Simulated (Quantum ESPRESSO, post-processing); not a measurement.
# Zr2CO2 MXene, 1 layer, stepped through biaxial strain, part 7 of 7

Wanted: a table for Zr2CO2 MXene, 1 layer against biaxial strain, and what can be fitted to it.

Quantum ESPRESSO 7.5; plane-wave DFT, PBE, GBRV ultrasoft pseudopotentials.

So far. Step 9 (Relaxing the ions, 3 %): The relaxation lowers the energy by 7 meV an atom.

## (11) Relaxation with pw.x, 4 %

Input file m8.relax.in:

```
&control
  prefix = 'm8.relax'
  outdir = './out'
  pseudo_dir = './pseudo'
  nstep = 40
  forc_conv_thr = 0.0003
  calculation = 'relax'
  tstress = .true.
/
&system
  ibrav = 0
  nat = 5
  ntyp = 3
  ecutwfc = 50
  ecutrho = 250
  occupations = 'smearing'
  smearing = 'fd'
  degauss = 0.002
/
&electrons
  conv_thr = 1e-09
  mixing_beta = 0.4
  electron_maxstep = 120
  mixing_mode = 'plain'
/
&ions
/
ATOMIC_SPECIES
  O   15.9990  o_pbe_v1.2.uspp.F.UPF
  Zr  91.2240  zr_pbe_v1.uspp.F.UPF
  C   12.0110  c_pbe_v1.2.uspp.F.UPF
CELL_PARAMETERS angstrom
  3.43880535752000 0.00000000000000 0.00000000000000
  -1.71940267928000 2.97809279872000 0.00000000000000
  0.00000000000000 0.00000000000000 19.95294679600000
ATOMIC_POSITIONS crystal
  O   0.333333333300 0.666666666700 0.383831541200
  Zr  0.666666666700 0.333333333300 0.429929457200
  C   0.000000000000 0.000000000000 0.500000000000
  Zr  0.333333333300 0.666666666700 0.570070542800
  O   0.666666666700 0.333333333300 0.616168458800
K_POINTS automatic
  12 12 1 0 0 0
```

Run with:

```sh
$ OMP_NUM_THREADS=1 mpirun -n 4 pw.x -nk 4 -in m8.relax.in > m8.relax.out
```

Output:

```text
[banner, memory and clock lines left out]
Program PWSCF v.7.5 starts
[...]
Message from routine setup:
[...]
number of electrons       =        40.00
     number of Kohn-Sham states=           24
     kinetic-energy cutoff     =      50.0000  Ry
     charge density cutoff     =     250.0000  Ry
[...]
number of k points=    19  Fermi-Dirac smearing, width (Ry)=  0.0020
[...]
Dense  grid:    92265 G-vectors     FFT dimensions: (  36,  36, 192)
[...]
negative rho (up, down):  1.263E-01 0.000E+00
     Starting wfcs are   38 randomized atomic wfcs
[...]
negative rho (up, down):  1.288E-01 0.000E+00
[...]
estimated scf accuracy    <       2.04159221 Ry
[...]
negative rho (up, down):  1.304E-01 0.000E+00
[...]
estimated scf accuracy    <       0.31234731 Ry
[...]
negative rho (up, down):  1.314E-01 0.000E+00
[...]
estimated scf accuracy    <       0.03343277 Ry
[...]
negative rho (up, down):  1.331E-01 0.000E+00
[...]
estimated scf accuracy    <       0.00927562 Ry
[...]
negative rho (up, down):  1.332E-01 0.000E+00
[...]
estimated scf accuracy    <       0.00400394 Ry
[...]
negative rho (up, down):  1.333E-01 0.000E+00
[...]
estimated scf accuracy    <       0.00059888 Ry
[...]
negative rho (up, down):  1.333E-01 0.000E+00
[...]
estimated scf accuracy    <       0.00002279 Ry
[...]
negative rho (up, down):  1.333E-01 0.000E+00
[...]
estimated scf accuracy    <       0.00000826 Ry
[...]
negative rho (up, down):  1.333E-01 0.000E+00
[...]
estimated scf accuracy    <       0.00000044 Ry
[...]
negative rho (up, down):  1.333E-01 0.000E+00
[...]
estimated scf accuracy    <       0.00000090 Ry
[...]
negative rho (up, down):  1.333E-01 0.000E+00
[...]
estimated scf accuracy    <       0.00000003 Ry
[...]
negative rho (up, down):  1.333E-01 0.000E+00
[...]
estimated scf accuracy    <       0.00000003 Ry
[...]
negative rho (up, down):  1.333E-01 0.000E+00
[...]
estimated scf accuracy    <          2.7E-09 Ry
[...]
negative rho (up, down):  1.333E-01 0.000E+00
[...]
the Fermi energy is     0.7389 ev
!    total energy              =    -274.89783016 Ry
     estimated scf accuracy    <          8.0E-10 Ry
     smearing contrib. (-TS)   =      -0.00000000 Ry
     internal energy E=F+TS    =    -274.89783016 Ry
[...]
one-electron contribution =   -1741.37439010 Ry
     hartree contribution      =     874.25017821 Ry
     xc contribution           =     -53.56507865 Ry
     ewald contribution        =     645.79146039 Ry
     convergence has been achieved in  14 iterations
     negative rho (up, down):  1.333E-01 0.000E+00
[...]
Total force =     0.045284     Total SCF correction =     0.000123
[...]
negative rho (up, down):  1.333E-01 0.000E+00
[...]
negative rho (up, down):  1.335E-01 0.000E+00
[...]
negative rho (up, down):  1.334E-01 0.000E+00
[...]
estimated scf accuracy    <       0.00042097 Ry
[...]
negative rho (up, down):  1.334E-01 0.000E+00
[...]
estimated scf accuracy    <       0.00008662 Ry
[...]
negative rho (up, down):  1.334E-01 0.000E+00
[...]
estimated scf accuracy    <       0.00001404 Ry
[...]
negative rho (up, down):  1.334E-01 0.000E+00
[...]
estimated scf accuracy    <       0.00000117 Ry
[...]
negative rho (up, down):  1.334E-01 0.000E+00
[...]
estimated scf accuracy    <       0.00000031 Ry
[...]
negative rho (up, down):  1.334E-01 0.000E+00
[...]
estimated scf accuracy    <       0.00000005 Ry
[...]
negative rho (up, down):  1.334E-01 0.000E+00
[...]
estimated scf accuracy    <       0.00000005 Ry
[...]
negative rho (up, down):  1.334E-01 0.000E+00
[...]
estimated scf accuracy    <       0.00000001 Ry
[...]
negative rho (up, down):  1.334E-01 0.000E+00
[...]
estimated scf accuracy    <          3.5E-09 Ry
[...]
negative rho (up, down):  1.334E-01 0.000E+00
[...]
the Fermi energy is     0.9138 ev
!    total energy              =    -274.89943137 Ry
     estimated scf accuracy    <          7.3E-11 Ry
     smearing contrib. (-TS)   =      -0.00000000 Ry
     internal energy E=F+TS    =    -274.89943137 Ry
[...]
one-electron contribution =   -1744.10836328 Ry
     hartree contribution      =     875.74179469 Ry
     xc contribution           =     -53.58088901 Ry
     ewald contribution        =     647.04802624 Ry
     convergence has been achieved in  10 iterations
     negative rho (up, down):  1.334E-01 0.000E+00
[...]
Total force =     0.027868     Total SCF correction =     0.000021
[...]
negative rho (up, down):  1.334E-01 0.000E+00
[...]
negative rho (up, down):  1.334E-01 0.000E+00
[...]
negative rho (up, down):  1.334E-01 0.000E+00
[...]
estimated scf accuracy    <       0.00036323 Ry
[...]
negative rho (up, down):  1.333E-01 0.000E+00
[...]
estimated scf accuracy    <       0.00008188 Ry
[...]
negative rho (up, down):  1.333E-01 0.000E+00
[...]
estimated scf accuracy    <       0.00001389 Ry
[...]
negative rho (up, down):  1.333E-01 0.000E+00
[...]
estimated scf accuracy    <       0.00000111 Ry
[...]
negative rho (up, down):  1.333E-01 0.000E+00
[...]
estimated scf accuracy    <       0.00000022 Ry
[...]
negative rho (up, down):  1.333E-01 0.000E+00
[...]
estimated scf accuracy    <       0.00000004 Ry
[...]
negative rho (up, down):  1.333E-01 0.000E+00
[...]
estimated scf accuracy    <       0.00000004 Ry
[...]
negative rho (up, down):  1.333E-01 0.000E+00
[...]
estimated scf accuracy    <       0.00000001 Ry
[...]
negative rho (up, down):  1.333E-01 0.000E+00
[...]
estimated scf accuracy    <          3.1E-09 Ry
[...]
negative rho (up, down):  1.333E-01 0.000E+00
[...]
the Fermi energy is     1.0467 ev
!    total energy              =    -274.90041708 Ry
     estimated scf accuracy    <          5.6E-11 Ry
     smearing contrib. (-TS)   =      -0.00000000 Ry
     internal energy E=F+TS    =    -274.90041708 Ry
[...]
one-electron contribution =   -1749.29847600 Ry
     hartree contribution      =     878.43841427 Ry
     xc contribution           =     -53.59890161 Ry
     ewald contribution        =     649.55854625 Ry
     convergence has been achieved in  10 iterations
     negative rho (up, down):  1.333E-01 0.000E+00
[...]
Total force =     0.019983     Total SCF correction =     0.000013
[...]
negative rho (up, down):  1.333E-01 0.000E+00
[...]
the Fermi energy is     1.1332 ev
!    total energy              =    -274.90128176 Ry
     estimated scf accuracy    <          7.7E-12 Ry
     smearing contrib. (-TS)   =      -0.00000000 Ry
     internal energy E=F+TS    =    -274.90128176 Ry
[...]
one-electron contribution =   -1759.54428721 Ry
     hartree contribution      =     883.67385934 Ry
     xc contribution           =     -53.62664306 Ry
     ewald contribution        =     654.59578917 Ry
     convergence has been achieved in  11 iterations
     negative rho (up, down):  1.335E-01 0.000E+00
[...]
Total force =     0.018560     Total SCF correction =     0.000005
[...]
negative rho (up, down):  1.335E-01 0.000E+00
[...]
negative rho (up, down):  1.328E-01 0.000E+00
[...]
negative rho (up, down):  1.328E-01 0.000E+00
[...]
estimated scf accuracy    <       0.00027351 Ry
[...]
negative rho (up, down):  1.328E-01 0.000E+00
[...]
estimated scf accuracy    <       0.00004595 Ry
[...]
negative rho (up, down):  1.328E-01 0.000E+00
[...]
estimated scf accuracy    <       0.00001121 Ry
[...]
negative rho (up, down):  1.328E-01 0.000E+00
[...]
estimated scf accuracy    <       0.00000122 Ry
[...]
negative rho (up, down):  1.328E-01 0.000E+00
[...]
estimated scf accuracy    <       0.00000026 Ry
[...]
negative rho (up, down):  1.328E-01 0.000E+00
[...]
estimated scf accuracy    <       0.00000003 Ry
[...]
negative rho (up, down):  1.328E-01 0.000E+00
[...]
estimated scf accuracy    <          2.2E-09 Ry
[...]
negative rho (up, down):  1.328E-01 0.000E+00
[...]
estimated scf accuracy    <          4.0E-10 Ry
[...]
negative rho (up, down):  1.328E-01 0.000E+00
[...]
estimated scf accuracy    <          1.2E-10 Ry
[...]
negative rho (up, down):  1.328E-01 0.000E+00
[...]
estimated scf accuracy    <          1.0E-10 Ry
[...]
negative rho (up, down):  1.328E-01 0.000E+00
[...]
the Fermi energy is     1.1601 ev
!    total energy              =    -274.90171027 Ry
     estimated scf accuracy    <          5.9E-12 Ry
     smearing contrib. (-TS)   =      -0.00000000 Ry
     internal energy E=F+TS    =    -274.90171027 Ry
[...]
one-electron contribution =   -1768.98753613 Ry
     hartree contribution      =     888.43973179 Ry
     xc contribution           =     -53.64712789 Ry
     ewald contribution        =     659.29322197 Ry
     convergence has been achieved in  11 iterations
     negative rho (up, down):  1.328E-01 0.000E+00
[...]
Total force =     0.014507     Total SCF correction =     0.000006
[...]
negative rho (up, down):  1.328E-01 0.000E+00
[...]
negative rho (up, down):  1.318E-01 0.000E+00
[...]
negative rho (up, down):  1.318E-01 0.000E+00
[...]
estimated scf accuracy    <       0.00006715 Ry
[...]
negative rho (up, down):  1.318E-01 0.000E+00
[...]
estimated scf accuracy    <       0.00001670 Ry
[...]
negative rho (up, down):  1.318E-01 0.000E+00
[...]
estimated scf accuracy    <       0.00000479 Ry
[...]
negative rho (up, down):  1.318E-01 0.000E+00
[...]
estimated scf accuracy    <       0.00000041 Ry
[...]
negative rho (up, down):  1.318E-01 0.000E+00
[...]
estimated scf accuracy    <       0.00000009 Ry
[...]
negative rho (up, down):  1.318E-01 0.000E+00
[...]
estimated scf accuracy    <       0.00000001 Ry
[...]
negative rho (up, down):  1.318E-01 0.000E+00
[...]
estimated scf accuracy    <          5.0E-09 Ry
[...]
negative rho (up, down):  1.318E-01 0.000E+00
[...]
estimated scf accuracy    <          4.4E-10 Ry
[...]
negative rho (up, down):  1.318E-01 0.000E+00
[...]
the Fermi energy is     1.1589 ev
!    total energy              =    -274.90189013 Ry
     estimated scf accuracy    <          1.7E-11 Ry
     smearing contrib. (-TS)   =      -0.00000000 Ry
     internal energy E=F+TS    =    -274.90189013 Ry
[...]
one-electron contribution =   -1775.03863071 Ry
     hartree contribution      =     891.45572756 Ry
     xc contribution           =     -53.65716777 Ry
     ewald contribution        =     662.33818079 Ry
     convergence has been achieved in   9 iterations
     negative rho (up, down):  1.318E-01 0.000E+00
[...]
Total force =     0.005610     Total SCF correction =     0.000008
[...]
negative rho (up, down):  1.318E-01 0.000E+00
[...]
negative rho (up, down):  1.316E-01 0.000E+00
[...]
negative rho (up, down):  1.317E-01 0.000E+00
[...]
estimated scf accuracy    <       0.00000761 Ry
[...]
negative rho (up, down):  1.317E-01 0.000E+00
[...]
estimated scf accuracy    <       0.00000075 Ry
[...]
negative rho (up, down):  1.317E-01 0.000E+00
[...]
estimated scf accuracy    <       0.00000027 Ry
[...]
negative rho (up, down):  1.317E-01 0.000E+00
[...]
estimated scf accuracy    <       0.00000005 Ry
[...]
negative rho (up, down):  1.317E-01 0.000E+00
[...]
estimated scf accuracy    <       0.00000001 Ry
[...]
negative rho (up, down):  1.317E-01 0.000E+00
[...]
estimated scf accuracy    <          1.7E-09 Ry
[...]
negative rho (up, down):  1.317E-01 0.000E+00
[...]
estimated scf accuracy    <          2.9E-09 Ry
[...]
negative rho (up, down):  1.317E-01 0.000E+00
[...]
estimated scf accuracy    <          5.6E-10 Ry
[...]
negative rho (up, down):  1.317E-01 0.000E+00
[...]
estimated scf accuracy    <          1.7E-10 Ry
[...]
negative rho (up, down):  1.317E-01 0.000E+00
[...]
the Fermi energy is     1.1481 ev
!    total energy              =    -274.90191325 Ry
     estimated scf accuracy    <          1.9E-12 Ry
     smearing contrib. (-TS)   =      -0.00000000 Ry
     internal energy E=F+TS    =    -274.90191325 Ry
[...]
one-electron contribution =   -1775.61554339 Ry
     hartree contribution      =     891.72368381 Ry
     xc contribution           =     -53.65652173 Ry
     ewald contribution        =     662.64646807 Ry
     convergence has been achieved in  10 iterations
     negative rho (up, down):  1.317E-01 0.000E+00
[...]
Total force =     0.000887     Total SCF correction =     0.000006
[...]
negative rho (up, down):  1.317E-01 0.000E+00
[...]
negative rho (up, down):  1.317E-01 0.000E+00
[...]
negative rho (up, down):  1.317E-01 0.000E+00
[...]
estimated scf accuracy    <       0.00000128 Ry
[...]
negative rho (up, down):  1.317E-01 0.000E+00
[...]
estimated scf accuracy    <       0.00000029 Ry
[...]
negative rho (up, down):  1.317E-01 0.000E+00
[...]
estimated scf accuracy    <       0.00000004 Ry
[...]
negative rho (up, down):  1.317E-01 0.000E+00
[...]
estimated scf accuracy    <          3.5E-09 Ry
[...]
negative rho (up, down):  1.317E-01 0.000E+00
[...]
estimated scf accuracy    <          6.7E-10 Ry
[...]
negative rho (up, down):  1.317E-01 0.000E+00
[...]
estimated scf accuracy    <          1.4E-10 Ry
[...]
negative rho (up, down):  1.317E-01 0.000E+00
[...]
estimated scf accuracy    <          1.0E-10 Ry
[...]
negative rho (up, down):  1.317E-01 0.000E+00
[...]
estimated scf accuracy    <          4.8E-11 Ry
[...]
negative rho (up, down):  1.317E-01 0.000E+00
[...]
the Fermi energy is     1.1447 ev
!    total energy              =    -274.90191425 Ry
     estimated scf accuracy    <          6.5E-12 Ry
     smearing contrib. (-TS)   =      -0.00000000 Ry
     internal energy E=F+TS    =    -274.90191425 Ry
[...]
one-electron contribution =   -1775.28058356 Ry
     hartree contribution      =     891.55049570 Ry
     xc contribution           =     -53.65544681 Ry
     ewald contribution        =     662.48362042 Ry
     convergence has been achieved in   9 iterations
     negative rho (up, down):  1.317E-01 0.000E+00
[...]
Total force =     0.000046     Total SCF correction =     0.000011
[...]
negative rho (up, down):  1.317E-01 0.000E+00
[...]
```

Wall time 2.6 min (4 MPI ranks of AMD EPYC 7R13 (Zen 3), shared host); peak memory 0.8 GiB; 10 min of CPU time.

Relaxation path:

| step | energy less that of the first step (eV) | largest force (eV/Å) |
| --- | --- | --- |
| 1 | 0.0000 | 0.7498 |
| 2 | -0.0218 | 0.5066 |
| 3 | -0.0352 | 0.3001 |
| 4 | -0.0470 | 0.3322 |
| 5 | -0.0528 | 0.2589 |
| 6 | -0.0552 | 0.0892 |
| 7 | -0.0556 | 0.0125 |
| 8 | -0.0556 | 0.0008 |

The atoms that moved most (Å):

| atom | dx | dy | dz | length |
| --- | --- | --- | --- | --- |
| O5 | 0.000 | 0.000 | -0.082 | 0.082 |
| O1 | 0.000 | 0.000 | 0.082 | 0.082 |
| Zr4 | 0.000 | 0.000 | -0.018 | 0.018 |
| Zr2 | 0.000 | 0.000 | 0.018 | 0.018 |

The relaxed structure:

```cif
data_structure
_symmetry_space_group_name_H-M 'P 1'
_symmetry_Int_Tables_number 1
_cell_length_a 3.4388
_cell_length_b 3.4388
_cell_length_c 19.9529
_cell_angle_alpha 90.000
_cell_angle_beta 90.000
_cell_angle_gamma 120.000
_cell_volume 204.34
loop_
_atom_site_label
_atom_site_type_symbol
_atom_site_fract_x
_atom_site_fract_y
_atom_site_fract_z
_atom_site_occupancy
O1 O 0.33333 0.66667 0.38794 1
Zr2 Zr 0.66667 0.33333 0.43083 1
C3 C 0.00000 0.00000 0.50000 1
Zr4 Zr 0.33333 0.66667 0.56917 1
O5 O 0.66667 0.33333 0.61206 1
```

The relaxation lowers the energy by 11 meV an atom.

This step gave:

| Item | Value |
| --- | --- |
| free energy | -3740.2311 eV |
| Fermi energy | 1.145 eV |

## (12) Ground state, 4 %

Input file m8.scf.in:

```
&control
  prefix = 'm8.scf'
  outdir = './out'
  pseudo_dir = './pseudo'
  calculation = 'scf'
  tprnfor = .true.
/
&system
  ibrav = 0
  nat = 5
  ntyp = 3
  ecutwfc = 40
  ecutrho = 200
  occupations = 'smearing'
  smearing = 'fd'
  degauss = 0.002
  nbnd = 24
/
&electrons
  conv_thr = 1e-09
  mixing_beta = 0.4
  electron_maxstep = 120
  mixing_mode = 'plain'
/
ATOMIC_SPECIES
  O   15.9990  o_pbe_v1.2.uspp.F.UPF
  Zr  91.2240  zr_pbe_v1.uspp.F.UPF
  C   12.0110  c_pbe_v1.2.uspp.F.UPF
CELL_PARAMETERS angstrom
  3.43880535752000 0.00000000000000 0.00000000000000
  -1.71940267928000 2.97809279872000 0.00000000000000
  0.00000000000000 0.00000000000000 19.95294679600000
ATOMIC_POSITIONS crystal
  O   0.333333333300 0.666666666700 0.387941220900
  Zr  0.666666666700 0.333333333300 0.430828685600
  C   0.000000000000 0.000000000000 0.500000000000
  Zr  0.333333333300 0.666666666700 0.569171314400
  O   0.666666666700 0.333333333300 0.612058779100
K_POINTS automatic
  12 12 1 0 0 0
```

Run with:

```sh
$ OMP_NUM_THREADS=1 mpirun -n 4 pw.x -nk 4 -in m8.scf.in > m8.scf.out
```

Output:

```text
[banner, memory and clock lines left out]
Program PWSCF v.7.5 starts
[...]
Message from routine setup:
[...]
number of electrons       =        40.00
     number of Kohn-Sham states=           24
     kinetic-energy cutoff     =      40.0000  Ry
     charge density cutoff     =     200.0000  Ry
[...]
number of k points=    19  Fermi-Dirac smearing, width (Ry)=  0.0020
[...]
Dense  grid:    66019 G-vectors     FFT dimensions: (  30,  30, 180)
[...]
negative rho (up, down):  1.185E-01 0.000E+00
     Starting wfcs are   38 randomized atomic wfcs
[...]
negative rho (up, down):  1.219E-01 0.000E+00
[...]
estimated scf accuracy    <       2.07473835 Ry
[...]
negative rho (up, down):  1.236E-01 0.000E+00
[...]
estimated scf accuracy    <       0.25939794 Ry
[...]
negative rho (up, down):  1.255E-01 0.000E+00
[...]
estimated scf accuracy    <       0.02757473 Ry
[...]
negative rho (up, down):  1.265E-01 0.000E+00
[...]
estimated scf accuracy    <       0.00996165 Ry
[...]
negative rho (up, down):  1.265E-01 0.000E+00
[...]
estimated scf accuracy    <       0.00390986 Ry
[...]
negative rho (up, down):  1.266E-01 0.000E+00
[...]
estimated scf accuracy    <       0.00132312 Ry
[...]
negative rho (up, down):  1.266E-01 0.000E+00
[...]
estimated scf accuracy    <       0.00008020 Ry
[...]
negative rho (up, down):  1.265E-01 0.000E+00
[...]
estimated scf accuracy    <       0.00001159 Ry
[...]
negative rho (up, down):  1.265E-01 0.000E+00
[...]
estimated scf accuracy    <       0.00000158 Ry
[...]
negative rho (up, down):  1.265E-01 0.000E+00
[...]
estimated scf accuracy    <       0.00000178 Ry
[...]
negative rho (up, down):  1.265E-01 0.000E+00
[...]
estimated scf accuracy    <       0.00000036 Ry
[...]
negative rho (up, down):  1.265E-01 0.000E+00
[...]
estimated scf accuracy    <       0.00000004 Ry
[...]
negative rho (up, down):  1.265E-01 0.000E+00
[...]
estimated scf accuracy    <       0.00000001 Ry
[...]
negative rho (up, down):  1.265E-01 0.000E+00
[...]
estimated scf accuracy    <          4.1E-09 Ry
[...]
negative rho (up, down):  1.265E-01 0.000E+00
[...]
the Fermi energy is     1.1453 ev
!    total energy              =    -274.90094387 Ry
     estimated scf accuracy    <          1.0E-11 Ry
     smearing contrib. (-TS)   =      -0.00000000 Ry
     internal energy E=F+TS    =    -274.90094387 Ry
[...]
one-electron contribution =   -1775.27947424 Ry
     hartree contribution      =     891.54998030 Ry
     xc contribution           =     -53.65507015 Ry
     ewald contribution        =     662.48362022 Ry
     convergence has been achieved in  15 iterations
     negative rho (up, down):  1.265E-01 0.000E+00
[...]
Total force =     0.000187     Total SCF correction =     0.000002
[...]
```

Elapsed: 22 s, on 4 MPI ranks; peak memory 0.51 GiB.

Read from the output:

```
free energy                          : -3740.2179 eV
valence top, on the run's zero       : 0.5139 eV
conduction bottom, on the run's zero : 1.720 eV
gap by band count                    : 1.206 eV
```

## (13) The series side by side

The series in one table, energies over the lowest:

| biaxial strain | energy (eV) | gap along the path (eV) | upper vacuum level over the valence top of the mesh (eV) | lower vacuum level over that top (eV) |
| --- | --- | --- | --- | --- |
| -4 % | 0.3506 | 0.6033 | 5.62 | 5.62 |
| -3 % | 0.1944 | 0.7064 | 5.549 | 5.549 |
| -2 % | 0.0854 | 0.8014 | 5.479 | 5.479 |
| -1 % | 0.0213 | 0.8876 | 5.414 | 5.414 |
| 0 % | 0.0000 | 0.9655 | 5.345 | 5.345 |
| 1 % | 0.0192 | 1.037 | 5.279 | 5.279 |
| 2 % | 0.0770 | 1.1 | 5.222 | 5.222 |
| 3 % | 0.1709 | 1.157 | 5.165 | 5.165 |
| 4 % | 0.2990 | 1.206 | 5.117 | 5.117 |

## (14) The arithmetic

A parabola through the energies within ±2 % has E = 202.95 eV × ε² -0.190 eV × ε; for the curvature, over A = 9.468 Å² this is 202.95 × 1/9.468 × 16.02 = 343 N/m.

## (15) Results

```json
{
  "C11 + C12": "343 N/m",
  "gap along the path, at -4 % and at 4 %": "0.60, 1.21 eV",
  "upper vacuum level over the valence top of the mesh, at -4 % and at 4 %": "5.62, 5.12 eV",
  "lower vacuum level over that top, at -4 % and at 4 %": "5.62, 5.12 eV"
}
```

**Reading.** The series holds 9 members; C11 + C12: 343 N/m (PBE, GBRV ultrasoft). The energy is lowest near zero strain. From -4 % to 4 % the gap along the path rises from 0.60 to 1.21 eV. From -4 % to 4 % the upper vacuum level over the valence top of the mesh falls from 5.62 to 5.12 eV. From -4 % to 4 % the lower vacuum level over that top falls from 5.62 to 5.12 eV. Semilocal gaps are too small; the 1×1 cell can't ripple over many cells under compression as a free sheet would. No spin-orbit coupling.

[Logs are printed without paths, hosts, clocks, repeated set-up lines and the standing remarks that a program may print on its own settings, such as how far it seeks lower states.]

[Hosts, paths, dates, database ids (printed as entryN), source tags and the programs' standing remarks are cut or masked in the printed files.]

[Maps of the electrostatic potential energy from Ansatz leave out the sawtooth potential of an applied field or a dipole correction, so their vacuum need not be flat; planar profiles and work functions include it.]
